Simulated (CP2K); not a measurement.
Consider fluorocarbonylacetonitrile at its PBE geometry (Å).

```xyz
8

N     2.2429    0.2987    1.1398
C     1.3263   -0.0342    0.5072
C     0.1766   -0.4413   -0.2901
C    -1.0497    0.4456   -0.1397
O    -1.9479    0.5675   -0.9144
F    -1.0552    1.1062    1.0558
H    -0.1287   -1.4611   -0.0018
H     0.4356   -0.4814   -1.3567
```

Method: CP2K XAS_TDP, all-electron GAPW, PBEh(45%), aug-cc-pVDZ, TDA, no relativity.

**Question.** Where do the N K-edge lines lie, and how strong are they?

Leading lines: N1 395.60 eV. The leading line of an atom is its first one with 35 % of the strongest within 2.5 eV of its lowest line over the strength cut. 

The first six lines of each atom with a strength over 0.0015:

| atom | energy (eV) | states | strength, one atom |
| --- | --- | --- | --- |
| N1 (bonded to C) | 395.60 | 1 | 0.0556 |
|  | 395.81 | 1 | 0.0552 |
|  | 401.79 | 1 | 0.0022 |
|  | 401.87 | 1 | 0.0068 |
|  | 401.91 | 1 | 0.0017 |
|  | 402.15 | 1 | 0.0017 |

Lines are vertical, at one geometry, with no vibrational structure. Without a correction of the core level, line positions, and the gaps between valence and Rydberg lines, follow the share of exact exchange. At this level such K lines come out 3 to 6 eV under measured ones. These values hold no scalar relativity, about 0.2 eV for N 1s. Rydberg lines, and the discretised continuum above threshold, depend on the basis and the box.

[Banner, clock and machine lines of the logs are left out without a mark of their own.]

[Logs are printed without paths, hosts, clocks, repeated set-up lines and the standing remarks that a program may print on its own settings, such as how far it seeks lower states.]

[Hosts, paths, dates, database ids (printed as entryN), source tags and the programs' standing remarks are cut or masked in the printed files.]
